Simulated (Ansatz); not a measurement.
# Si3N4 (P6_3/m): the host for defect calculations, part 3 of 3

Aim: the runs on the perfect crystal Si3N4 (P6_3/m) that a defect calculation needs first.

Ansatz 0.2.0; plane-wave PAW DFT, PBE; relaxation of the host's cell and atoms (the session's first sound run).

So far. Step 3 (Dielectric tensors of the host): The principal values of the electronic dielectric tensor are 4.31, 4.31 and 4.39. The principal values of the static dielectric tensor are 8.28, 8.32 and 8.32.

## Step 5: Defect free supercell relaxed from displaced atoms

This step: plane-wave PAW DFT, PBE; relaxation of the defect-free supercell from random displacements, a test of the host's stability (Ansatz 0.2.0).

The input, pristine.rattled/input.yaml:

```yaml
crystal:
  lattice:
    - [7.6639217114, 0.0, 0.0]
    - [-3.8319608557, 6.6371508947, 0.0]
    - [0.0, 0.0, 8.7788177005]
  atoms:
    - { symbol: Si, position: [0.2310829752, 0.8249730172, 0.25] }
    - { symbol: Si, position: [0.406109958, 0.2310829752, 0.0833333333] }
    - { symbol: Si, position: [0.8249730172, 0.593890042, 0.0833333333] }
    - { symbol: Si, position: [0.1750269828, 0.406109958, 0.25] }
    - { symbol: Si, position: [0.593890042, 0.7689170248, 0.25] }
    - { symbol: Si, position: [0.7689170248, 0.1750269828, 0.0833333333] }
    - { symbol: "N", position: [0.3333333333, 0.6666666667, 0.25] }
    - { symbol: "N", position: [0.6666666667, 0.3333333333, 0.0833333333] }
    - { symbol: "N", position: [0.9691646987, 0.6699923009, 0.25] }
    - { symbol: "N", position: [0.2991723978, 0.9691646987, 0.0833333333] }
    - { symbol: "N", position: [0.6699923009, 0.7008276022, 0.0833333333] }
    - { symbol: "N", position: [0.3300076991, 0.2991723978, 0.25] }
    - { symbol: "N", position: [0.0308353013, 0.3300076991, 0.0833333333] }
    - { symbol: "N", position: [0.7008276022, 0.0308353013, 0.25] }
    - { symbol: Si, position: [0.2310829752, 0.8249730172, 0.5833333333] }
    - { symbol: Si, position: [0.406109958, 0.2310829752, 0.4166666667] }
    - { symbol: Si, position: [0.8249730172, 0.593890042, 0.4166666667] }
    - { symbol: Si, position: [0.1750269828, 0.406109958, 0.5833333333] }
    - { symbol: Si, position: [0.593890042, 0.7689170248, 0.5833333333] }
    - { symbol: Si, position: [0.7689170248, 0.1750269828, 0.4166666667] }
    - { symbol: "N", position: [0.3333333333, 0.6666666667, 0.5833333333] }
    - { symbol: "N", position: [0.6666666667, 0.3333333333, 0.4166666667] }
    - { symbol: "N", position: [0.9691646987, 0.6699923009, 0.5833333333] }
    - { symbol: "N", position: [0.2991723978, 0.9691646987, 0.4166666667] }
    - { symbol: "N", position: [0.6699923009, 0.7008276022, 0.4166666667] }
    - { symbol: "N", position: [0.3300076991, 0.2991723978, 0.5833333333] }
    - { symbol: "N", position: [0.0308353013, 0.3300076991, 0.4166666667] }
    - { symbol: "N", position: [0.7008276022, 0.0308353013, 0.5833333333] }
    - { symbol: Si, position: [0.2310829752, 0.8249730172, 0.9166666667] }
    - { symbol: Si, position: [0.406109958, 0.2310829752, 0.75] }
    - { symbol: Si, position: [0.8249730172, 0.593890042, 0.75] }
    - { symbol: Si, position: [0.1750269828, 0.406109958, 0.9166666667] }
    - { symbol: Si, position: [0.593890042, 0.7689170248, 0.9166666667] }
    - { symbol: Si, position: [0.7689170248, 0.1750269828, 0.75] }
    - { symbol: "N", position: [0.3333333333, 0.6666666667, 0.9166666667] }
    - { symbol: "N", position: [0.6666666667, 0.3333333333, 0.75] }
    - { symbol: "N", position: [0.9691646987, 0.6699923009, 0.9166666667] }
    - { symbol: "N", position: [0.2991723978, 0.9691646987, 0.75] }
    - { symbol: "N", position: [0.6699923009, 0.7008276022, 0.75] }
    - { symbol: "N", position: [0.3300076991, 0.2991723978, 0.9166666667] }
    - { symbol: "N", position: [0.0308353013, 0.3300076991, 0.75] }
    - { symbol: "N", position: [0.7008276022, 0.0308353013, 0.9166666667] }
basis:
  ecutwfc: 420
  xc_grid: 2
hamiltonian:
  xc: pbe
kpoints:
  mp_grid: { grid: [1, 1, 1] }
scf:
  occupations: { method: fermi_dirac, width: 0.01 }
  max_iter: 100
  lower_state_search: "off"
output:
  forces: true
relax:
  f_tol: 0.015
  max_steps: 120
  random_displacement: { amplitude: 0.06, seed: 6198 }
checkpoint:
  write: "../pristine.rattled.run"
  compress: false
  write_wavefunctions: false
  write_every: 100000
```

Launch:

```sh
ansatz run input.yaml --threads 4 --pin off --max-ram 9420MiB --backend cpu --events-out ev --progress --plain --runs-dir out
```

Numbers of over 12 decimals in the logs are rounded to 6 here.

Output:

```text
[...]
Crystal: 42 atoms, lattice volume = 446.549 Å³
Basis set: ecut = 420 eV, 8723 PW (Γ), exchange–correlation on 108×108×120 points (8 copies of the dense FFT grid, shifted against one another)
Bands: 138, of which v1, the nominal top of the filled ones, is band 96 counted from 1 (95 counted from 0)
Symmetry: 1 space group operations
k-points: 1
[...]
SCF iter   1: F=—  HF=-20701.672983 eV  |F-HF|=—  |Δ(HF+E_count)|=         —  Δρ=4.01e-3  dr2=4.98e-2  ethr=1.77e-3  ⟨swp⟩=7.0  Hψ=697  notcnv=0  defer=10
[...]
SCF iter   6: F=-20701.671698 eV  HF=-20701.671694 eV  |F-HF|=3.08e-6  |Δ(HF+E_count)|=   6.77e-6  Δρ=1.84e-5  dr2=2.69e-6  ethr=2.93e-9  ⟨swp⟩=3.0  Hψ=481  notcnv=0
SCF 1 converged in 6 iterations: F = -20701.671698 eV  dr2 = 2.69e-6
[...]
relax step   1: F+E_penalty+E_count = -20701.67169752 eV  Δ(F+E_penalty+E_count) = +0.000e0 eV  max|allowed force component| = 4.171e0 eV/Å  Δτ_max = 0.0000 Å  (6 SCF iters, dr2 threshold 5.63e-6 eV, accepted)
[...]
relax step   2: F+E_penalty+E_count = -20703.10564149 eV  Δ(F+E_penalty+E_count) = -1.434e0 eV  max|allowed force component| = 2.421e0 eV/Å  Δτ_max = 0.0430 Å  (5 SCF iters, dr2 threshold 1.00e-4 eV, accepted)
relax step   3: F+E_penalty+E_count = -20703.88312626 eV  Δ(F+E_penalty+E_count) = -7.775e-1 eV  max|allowed force component| = 3.839e-2 eV/Å  Δτ_max = 0.0578 Å  (5 SCF iters, dr2 threshold 1.00e-4 eV, accepted)
relax step   4: F+E_penalty+E_count = -20703.88313887 eV  Δ(F+E_penalty+E_count) = -1.261e-5 eV  max|allowed force component| = 3.774e-2 eV/Å  Δτ_max = 0.0000 Å  (4 SCF iters, accepted)
SCF iter   1: F=—  HF=-20703.885092 eV  |F-HF|=—  |Δ(HF+E_count)|=         —  Δρ=6.18e-4  dr2=1.41e-3  ethr=1.57e-5  ⟨swp⟩=3.0  Hψ=253  notcnv=0  defer=38
[...]
SCF iter   6: F=-20703.883982 eV  HF=-20703.883982 eV  |F-HF|=5.81e-9  |Δ(HF+E_count)|=   8.32e-8  Δρ=2.45e-6  dr2=2.75e-8  ethr=5.21e-11  ⟨swp⟩=4.0  Hψ=412  notcnv=0
SCF 5 converged in 6 iterations: F = -20703.883982 eV  dr2 = 2.75e-8
relax step   5: F+E_penalty+E_count = -20703.88398168 eV  Δ(F+E_penalty+E_count) = -8.428e-4 eV  max|allowed force component| = 1.305e-3 eV/Å  Δτ_max = 0.0068 Å  (6 SCF iters, accepted)
SCF converged after 6 iterations
Free energy (F): -20703.883982 eV
[...]
Internal energy: -20703.883982 eV  (E = F + TS)
E sigma→0 (E₀):  -20703.883982 eV
Fermi energy:    10.097650 eV
[...]
--- Forces (eV/Å), atoms counted from 1 ---
  atom   1  Si     0.00069529    -0.00045208    -0.00004725
  atom   2  Si     0.00024901     0.00038199    -0.00005880
  atom   3  Si    -0.00007565    -0.00009960    -0.00011459
  atom   4  Si    -0.00037490     0.00029611     0.00039773
  atom   5  Si    -0.00069296    -0.00000555    -0.00003139
  atom   6  Si    -0.00020900     0.00018226     0.00013795
  atom   7  N      0.00014440    -0.00000369     0.00011208
  atom   8  N      0.00013662    -0.00032557     0.00010091
  atom   9  N     -0.00043445     0.00125380     0.00017923
  atom  10  N     -0.00001135     0.00031724     0.00002734
  atom  11  N     -0.00014643     0.00011629     0.00019872
  atom  12  N     -0.00014470    -0.00081388    -0.00021182
  atom  13  N      0.00018363    -0.00003515    -0.00011801
  atom  14  N      0.00088565    -0.00051513     0.00006635
  atom  15  Si     0.00006222    -0.00010025     0.00003133
  atom  16  Si    -0.00002257     0.00071751     0.00006545
  atom  17  Si     0.00023481    -0.00071416    -0.00011312
  atom  18  Si    -0.00026550     0.00034178    -0.00000007
  atom  19  Si     0.00005633    -0.00008694     0.00023931
  atom  20  Si    -0.00004030    -0.00000015     0.00036878
  atom  21  N     -0.00002258    -0.00024903    -0.00020518
  atom  22  N      0.00000091     0.00003754     0.00043860
  atom  23  N     -0.00050827     0.00096050     0.00004721
  atom  24  N     -0.00020321    -0.00017792     0.00000660
  atom  25  N     -0.00049612     0.00019212     0.00012211
  atom  26  N      0.00009555    -0.00047830    -0.00023536
  atom  27  N      0.00055749    -0.00049812    -0.00024889
  atom  28  N      0.00083746    -0.00006702    -0.00032064
  atom  29  Si    -0.00005486    -0.00065381    -0.00006032
  atom  30  Si     0.00012695     0.00021490     0.00013837
  atom  31  Si     0.00028270    -0.00046922    -0.00000947
  atom  32  Si     0.00033596     0.00013017     0.00000879
  atom  33  Si    -0.00045385     0.00025215     0.00008069
  atom  34  Si    -0.00008989    -0.00006141     0.00012248
  atom  35  N     -0.00024011    -0.00022962    -0.00060094
  atom  36  N     -0.00019755     0.00014818     0.00000958
  atom  37  N     -0.00065237     0.00130490     0.00002286
  atom  38  N     -0.00002787     0.00062616     0.00006859
  atom  39  N     -0.00042654     0.00035542    -0.00033701
  atom  40  N     -0.00032056    -0.00088374     0.00000187
  atom  41  N      0.00024647    -0.00064762     0.00000703
  atom  42  N      0.00098957    -0.00027243    -0.00029280
  max |Σ_I F_I| component: 1.14e-5 eV/Å
--- Relaxed structure (5 steps of the walk, 5 accepted, 0 SCFs on fresh bases) ---
  F+E_penalty+E_count = -20703.88398168 eV   max|allowed force component| = 1.305e-3 eV/Å
  atoms:
    - { symbol: Si, position: [0.227248, 0.822288, 0.250287] }
    - { symbol: Si, position: [0.404381, 0.227732, 0.083620] }
    - { symbol: Si, position: [0.821815, 0.593976, 0.083619] }
    - { symbol: Si, position: [0.176086, 0.404874, 0.250286] }
    - { symbol: Si, position: [0.593520, 0.771131, 0.250286] }
    - { symbol: Si, position: [0.770639, 0.176567, 0.083619] }
    - { symbol: N, position: [0.332290, 0.666100, 0.250286] }
    - { symbol: N, position: [0.665605, 0.332758, 0.083617] }
    - { symbol: N, position: [0.965444, 0.669235, 0.250286] }
    - { symbol: N, position: [0.295578, 0.965921, 0.083621] }
    - { symbol: N, position: [0.668820, 0.702794, 0.083619] }
    - { symbol: N, position: [0.329113, 0.296095, 0.250289] }
    - { symbol: N, position: [0.032449, 0.329580, 0.083621] }
    - { symbol: N, position: [0.702281, 0.032938, 0.250286] }
    - { symbol: Si, position: [0.227251, 0.822285, 0.583621] }
    - { symbol: Si, position: [0.404382, 0.227727, 0.416954] }
    - { symbol: Si, position: [0.821814, 0.593982, 0.416953] }
    - { symbol: Si, position: [0.176085, 0.404873, 0.583621] }
    - { symbol: Si, position: [0.593518, 0.771132, 0.583620] }
    - { symbol: Si, position: [0.770640, 0.176571, 0.416951] }
    - { symbol: N, position: [0.332292, 0.666099, 0.583624] }
    - { symbol: N, position: [0.665605, 0.332759, 0.416948] }
    - { symbol: N, position: [0.965446, 0.669240, 0.583619] }
    - { symbol: N, position: [0.295587, 0.965920, 0.416954] }
    - { symbol: N, position: [0.668817, 0.702795, 0.416953] }
    - { symbol: N, position: [0.329103, 0.296084, 0.583621] }
    - { symbol: N, position: [0.032450, 0.329594, 0.416954] }
    - { symbol: N, position: [0.702283, 0.032938, 0.583620] }
    - { symbol: Si, position: [0.227254, 0.822289, 0.916955] }
    - { symbol: Si, position: [0.404382, 0.227729, 0.750287] }
    - { symbol: Si, position: [0.821814, 0.593979, 0.750287] }
    - { symbol: Si, position: [0.176084, 0.404876, 0.916955] }
    - { symbol: Si, position: [0.593520, 0.771129, 0.916954] }
    - { symbol: Si, position: [0.770641, 0.176570, 0.750286] }
    - { symbol: N, position: [0.332294, 0.666101, 0.916964] }
    - { symbol: N, position: [0.665606, 0.332757, 0.750284] }
    - { symbol: N, position: [0.965448, 0.669230, 0.916953] }
    - { symbol: N, position: [0.295582, 0.965917, 0.750288] }
    - { symbol: N, position: [0.668815, 0.702791, 0.750288] }
    - { symbol: N, position: [0.329115, 0.296099, 0.916953] }
    - { symbol: N, position: [0.032451, 0.329595, 0.750288] }
    - { symbol: N, position: [0.702279, 0.032936, 0.916953] }
```

It took 6.2 s on 4 threads of Arm Neoverse V1, shared host; peak memory 0.51 GiB; 22 s of CPU time.

The steps of the relaxation:

```csv
step,energy less that of the first step (eV),largest force component (eV/Å)
1,0.0000,4.1713
2,-1.4339,2.4214
3,-2.2114,0.0384
4,-2.2114,0.0377
5,-2.2123,0.0013
```

The atoms that moved most (Å, from the sites as typed, ahead of the random displacement, the mean shift of all atoms taken out):

```csv
atom,dx,dy,dz,length
N38,-0.009,-0.018,0.000,0.020
N10,-0.009,-0.018,0.000,0.020
N24,-0.009,-0.018,0.000,0.020
N25,-0.011,0.017,0.000,0.020
N11,-0.011,0.017,0.000,0.020
N39,-0.011,0.017,0.000,0.020
N13,0.020,0.001,0.000,0.020
N28,0.009,0.018,0.000,0.020
```

The relaxation ends 53 meV an atom lower than the displaced start, with a largest force component of 0.0013 eV/Å.

## Step 6: Host on a dense mesh

This step: plane-wave PAW DFT, PBE; single point of the defect-free host, a test of the k-point sampling (Ansatz 0.2.0).

System of this step: Si3N4 (P6_3/m). Symmetry: P6_3/m, No. 176, hexagonal system. The conventional cell has a = 7.664 Å, b = 7.664 Å, c = 2.926 Å, α = 90.00°, β = 90.00°, γ = 120.00°. Si has 4 N at 1.74 to 1.75 Å nearest. Nearest to N lie 3 Si at 1.74 Å. Nearest to N lie 3 Si at 1.75 Å. Farther neighbours and most contacts between anions are not listed.

The input, dense/input.yaml:

```yaml
crystal:
  lattice:
    - [7.6639217114, 0.0, 0.0]
    - [-3.8319608557, 6.6371508947, 0.0]
    - [0.0, 0.0, 2.9262725668]
  atoms:
    - { symbol: Si, position: [0.2310829752, 0.8249730172, 0.75] }
    - { symbol: Si, position: [0.406109958, 0.2310829752, 0.25] }
    - { symbol: Si, position: [0.8249730172, 0.593890042, 0.25] }
    - { symbol: Si, position: [0.1750269828, 0.406109958, 0.75] }
    - { symbol: Si, position: [0.593890042, 0.7689170248, 0.75] }
    - { symbol: Si, position: [0.7689170248, 0.1750269828, 0.25] }
    - { symbol: "N", position: [0.3333333333, 0.6666666667, 0.75] }
    - { symbol: "N", position: [0.6666666667, 0.3333333333, 0.25] }
    - { symbol: "N", position: [0.9691646987, 0.6699923009, 0.75] }
    - { symbol: "N", position: [0.2991723978, 0.9691646987, 0.25] }
    - { symbol: "N", position: [0.6699923009, 0.7008276022, 0.25] }
    - { symbol: "N", position: [0.3300076991, 0.2991723978, 0.75] }
    - { symbol: "N", position: [0.0308353013, 0.3300076991, 0.25] }
    - { symbol: "N", position: [0.7008276022, 0.0308353013, 0.75] }
basis:
  ecutwfc: 420
  xc_grid: 2
hamiltonian:
  xc: pbe
kpoints:
  mp_grid: { grid: [4, 4, 9] }
scf:
  occupations: { method: fermi_dirac, width: 0.01 }
  max_iter: 100
  lower_state_search: "off"
checkpoint:
  write: "../dense.run"
  compress: false
  write_wavefunctions: false
  write_every: 100000
```

Output:

```text
[...]
Crystal: 14 atoms, lattice volume = 148.850 Å³
Basis set: ecut = 420 eV, 2907 PW (Γ), exchange–correlation on 108×108×40 points (8 copies of the dense FFT grid, shifted against one another)
Bands: 46, of which v1, the nominal top of the filled ones, is band 32 counted from 1 (31 counted from 0)
Symmetry: 12 space group operations
[...]
k-points: 20 of 144
[...]
SCF iter   1: F=—  HF=-6901.806721 eV  |F-HF|=—  |Δ(HF+E_count)|=         —  Δρ=1.51e-3  dr2=1.07e-3  ethr=1.77e-3  ⟨swp⟩=7.3  Hψ=4689  notcnv=0  defer=18
[...]
SCF iter   7: F=-6901.809923 eV  HF=-6901.809923 eV  |F-HF|=2.61e-8  |Δ(HF+E_count)|=   2.09e-7  Δρ=3.81e-6  dr2=3.34e-8  ethr=1.56e-10  ⟨swp⟩=3.0  Hψ=1882  notcnv=0
SCF 1 converged in 7 iterations: F = -6901.809923 eV  dr2 = 3.34e-8
[...]
SCF converged after 7 iterations
Free energy (F): -6901.809923 eV
[...]
Internal energy: -6901.809923 eV  (E = F + TS)
E sigma→0 (E₀):  -6901.809923 eV
Fermi energy:    10.149040 eV
[...]
```

Elapsed: 2.3 s, on 4 threads; peak memory 0.52 GiB; 8.6 s of CPU time.

## Step 7: Defect free supercell at the zone centre

The supercell is run at the zone centre, to see how far that sampling misses the dense mesh.

System of this step: Si3N4 (P6_3/m). The cell holds 42 atoms: 18 Si and 24 N. Its edges and angles: a = 7.664 Å, b = 7.664 Å, c = 8.779 Å, α = 90.0°, β = 90.0°, γ = 120.0°.

pristine.sampling_gamma/input.yaml, as its differences from pristine.rattled/input.yaml of step 5:

```diff
@@ -59,10 +59,4 @@
   lower_state_search: "off"
-output:
-  forces: true
-relax:
-  f_tol: 0.015
-  max_steps: 120
-  random_displacement: { amplitude: 0.06, seed: 6198 }
 checkpoint:
-  write: "../pristine.rattled.run"
+  write: "../pristine.sampling_gamma.run"
   compress: false
```

Output:

```text
[...]
Crystal: 42 atoms, lattice volume = 446.549 Å³
Basis set: ecut = 420 eV, 8723 PW (Γ), exchange–correlation on 108×108×120 points (8 copies of the dense FFT grid, shifted against one another)
Bands: 138, of which v1, the nominal top of the filled ones, is band 96 counted from 1 (95 counted from 0)
Symmetry: 36 space group operations
[...]
k-points: 1
[...]
SCF iter   1: F=—  HF=-20703.858700 eV  |F-HF|=—  |Δ(HF+E_count)|=         —  Δρ=3.75e-3  dr2=4.19e-2  ethr=1.77e-3  ⟨swp⟩=6.0  Hψ=663  notcnv=0  defer=15
[...]
SCF iter   7: F=-20703.857958 eV  HF=-20703.857958 eV  |F-HF|=1.54e-7  |Δ(HF+E_count)|=   1.33e-6  Δρ=4.23e-6  dr2=8.78e-8  ethr=5.21e-11  ⟨swp⟩=2.0  Hψ=402  notcnv=0
SCF 1 converged in 7 iterations: F = -20703.857958 eV  dr2 = 8.78e-8
[...]
SCF converged after 7 iterations
Free energy (F): -20703.857958 eV
[...]
Internal energy: -20703.857958 eV  (E = F + TS)
E sigma→0 (E₀):  -20703.857958 eV
Fermi energy:    10.084337 eV
[...]
```

Wall time 1.3 s (4 threads); peak memory 0.5 GiB; 4.5 s of CPU time.

## Step 8: Defect free supercell at the quarter point

The supercell is run at one point off the zone centre, to see how far that sampling misses the dense mesh.

pristine.sampling_quarter/input.yaml, as its differences from pristine.sampling_gamma/input.yaml of step 7:

```diff
@@ -54,3 +54,3 @@
 kpoints:
-  mp_grid: { grid: [1, 1, 1] }
+  mp_grid: { grid: [1, 1, 1], shift: [0.25, 0.25, 0.25] }
 scf:
@@ -60,3 +60,3 @@
 checkpoint:
-  write: "../pristine.sampling_gamma.run"
+  write: "../pristine.sampling_quarter.run"
   compress: false
```

Output:

```text
[...]
Crystal: 42 atoms, lattice volume = 446.549 Å³
Basis set: ecut = 420 eV, 8723 PW (Γ), exchange–correlation on 108×108×120 points (8 copies of the dense FFT grid, shifted against one another)
Bands: 138, of which v1, the nominal top of the filled ones, is band 96 counted from 1 (95 counted from 0)
Symmetry: 6 space group operations
k-points: 1
[...]
SCF iter   1: F=—  HF=-20705.632296 eV  |F-HF|=—  |Δ(HF+E_count)|=         —  Δρ=2.10e-3  dr2=9.09e-3  ethr=1.77e-3  ⟨swp⟩=6.0  Hψ=645  notcnv=0  defer=18
[...]
SCF iter   7: F=-20705.641429 eV  HF=-20705.641429 eV  |F-HF|=7.00e-8  |Δ(HF+E_count)|=   5.60e-8  Δρ=3.25e-6  dr2=4.73e-8  ethr=5.21e-11  ⟨swp⟩=1.0  Hψ=313  notcnv=0
SCF 1 converged in 7 iterations: F = -20705.641429 eV  dr2 = 4.73e-8
[...]
SCF converged after 7 iterations
Free energy (F): -20705.641429 eV
[...]
Internal energy: -20705.641429 eV  (E = F + TS)
E sigma→0 (E₀):  -20705.641429 eV
Fermi energy:    10.212931 eV
[...]
```

The job ended after 1.9 s (4 threads; peak memory 0.69 GiB).

## Step 9: Summary of results

| Item | Value |
| --- | --- |
| primitive cell vectors, lengths | 7.664, 7.664, 2.926 Å |
| electronic dielectric constant | principal values (4.31, 4.31, 4.39) |
| static dielectric constant | principal values (8.28, 8.32, 8.32) |
| gap on the k-mesh of the response run (PBEsol) | 4.14 eV |
| supercell relaxed in its symmetry less the displaced and relaxed one | 0.000 eV |
| energy an atom at the zone centre alone less that on the dense mesh | 0.037 eV |
| energy an atom at one point at (¼, ¼, ¼) less that on the dense mesh | -0.005 eV |

**Reading.** Step 4: From the first step to the last the energy fell by 0.026 eV, and the largest move was 0.020 Å (N9 and 17 other atoms alike). Step 5: The energy fell by 2.212 eV from the randomly displaced start; against the sites as typed, N38 ends farthest off, by 0.02 Å, once the mean shift is taken out. The displaced cell ends within 0.01 eV of the symmetric one relaxed in its symmetry, so no lower structure shows in this supercell. The k-mesh can miss the band edges, so this gap is an upper bound at this level. All at zero temperature.

[Logs are printed without paths, hosts, clocks, repeated set-up lines and the standing remarks that a program may print on its own settings, such as how far it seeks lower states.]

[Hosts, paths, dates, database ids (printed as entryN), source tags and the programs' standing remarks are cut or masked in the printed files.]

[Runs of the host that timed out are not shown.]

[For some hosts the program warned that the k-mesh of the response run may be too coarse for force constants and the static dielectric constant; such warnings are not always shown.]
